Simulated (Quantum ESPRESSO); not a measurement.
**How biaxial strain moves the moments of FeGe**

Aim: follow moments and order energies of FeGe with biaxial strain.

Method: LDA; plane waves with GBRV 1.5 LDA potentials, no spin-orbit coupling, in Quantum ESPRESSO 7.5.

The database entry behind the starting cell differs from later determinations by our own check (about 0.2 % short), so it need not match the best structure at ambient conditions.

## 1. The structure

Symmetry: P2_13, No. 198, cubic system. Conventional cell: a = 4.689 Å, b = 4.689 Å, c = 4.689 Å, α = 90.00°, β = 90.00°, γ = 90.00°. Nearest to Fe lie 7 Ge at 2.38 to 2.64 Å. Nearest to Ge lie 7 Fe at 2.38 to 2.64 Å. Farther neighbours are not listed.

Coordinates:

```cif
data_structure
_symmetry_space_group_name_H-M 'P 1'
_symmetry_Int_Tables_number 1
_cell_length_a 4.6890
_cell_length_b 4.6890
_cell_length_c 4.6890
_cell_angle_alpha 90.000
_cell_angle_beta 90.000
_cell_angle_gamma 90.000
_cell_volume 103.10
loop_
_atom_site_label
_atom_site_type_symbol
_atom_site_fract_x
_atom_site_fract_y
_atom_site_fract_z
_atom_site_occupancy
Fe1 Fe 0.13500 0.13500 0.13500 1
Fe2 Fe 0.36500 0.86500 0.63500 1
Fe3 Fe 0.63500 0.36500 0.86500 1
Fe4 Fe 0.86500 0.63500 0.36500 1
Ge5 Ge 0.84200 0.84200 0.84200 1
Ge6 Ge 0.65800 0.15800 0.34200 1
Ge7 Ge 0.34200 0.65800 0.15800 1
Ge8 Ge 0.15800 0.34200 0.65800 1
```

The cell comes from the Crystallography Open Database.

## 2. Biaxial 0.94, ferro ++++

Lengths in the Cartesian xy plane scale by the factor; z is kept. Atoms keep their fractional places. Seeded atoms are those given a starting moment.

pw.in

```
&CONTROL
  calculation = 'scf'
  prefix = 'pwscf'
  outdir = './tmp'
  pseudo_dir = './pseudo'
  disk_io = 'nowf'
  tprnfor = .true.
  tstress = .true.
/
&SYSTEM
  ibrav = 0
  nat = 8
  ntyp = 2
  ecutwfc = 40
  ecutrho = 280
  nbnd = 80
  occupations = 'smearing'
  smearing = 'fd'
  degauss = 0.00734986
  nspin = 2
  starting_magnetization(1) = 0.175
  starting_magnetization(2) = 0
/
&ELECTRONS
  conv_thr = 1.6d-08
  electron_maxstep = 150
  mixing_beta = 0.3
/
ATOMIC_SPECIES
Fe     55.8450 fe_lda_v1.5.uspp.F.UPF
Ge     72.6300 ge_lda_v1.4.uspp.F.UPF
CELL_PARAMETERS bohr
   8.3292702505    0.0000000000    0.0000000000
   0.0000000000    8.3292702505    0.0000000000
   0.0000000000    0.0000000000    8.8609257984
ATOMIC_POSITIONS crystal
Fe      0.1350000000    0.1350000000    0.1350000000
Fe      0.3650000000    0.8650000000    0.6350000000
Fe      0.6350000000    0.3650000000    0.8650000000
Fe      0.8650000000    0.6350000000    0.3650000000
Ge      0.8420000000    0.8420000000    0.8420000000
Ge      0.6580000000    0.1580000000    0.3420000000
Ge      0.3420000000    0.6580000000    0.1580000000
Ge      0.1580000000    0.3420000000    0.6580000000
K_POINTS automatic
6 6 6 0 0 0
```

On the command line:

```
OMP_NUM_THREADS=1 mpirun -n 4 pw.x -nk 4 -in pw.in > pw.out
```

The runs that follow: biaxial 0.94, antiferro ++--; biaxial 0.94, no spin polarisation; biaxial 1.06, ferro ++++; all points.

Before running: what should come out for the moment, parallel start?

The moment of the parallel start goes from 0.450 μB at 0.94 to 1.61 μB at 1.06. The net moment of the cell goes from 1.70 to 5.86 μB. The radius of the spheres follows the nearest distance, so part of the change of the site moments is the spheres'. Some or all runs of the second start lost their moments or typed signs, and their energies are those of the state reached.

* moment, parallel start: 0.450 to 1.61 μB
* states met from these starts: antiferromagnetic, ferromagnetic and non-magnetic

The largest moment of the start antiferro ++-- lies between 7.5e-4 and 1.64 μB. Dashes mark runs that did not finish or were not started for lack of time. Energies are free energies at an electronic temperature of 1160 K, which lowers moments and differences where the moments are itinerant.

[Logs and program files are shortened in this print: banners, set-up blocks, solver, clock and traceback lines can be left out without a mark of their own.]

[Logs are printed without paths, hosts, clocks, repeated set-up lines and the standing remarks that a program may print on its own settings, such as how far it seeks lower states.]

[Hosts, paths, dates, database ids (printed as entryN), source tags and the programs' standing remarks are cut or masked in the printed files.]

[Where a cell is said to come from a database of computed structures, the database is the Materials Project.]
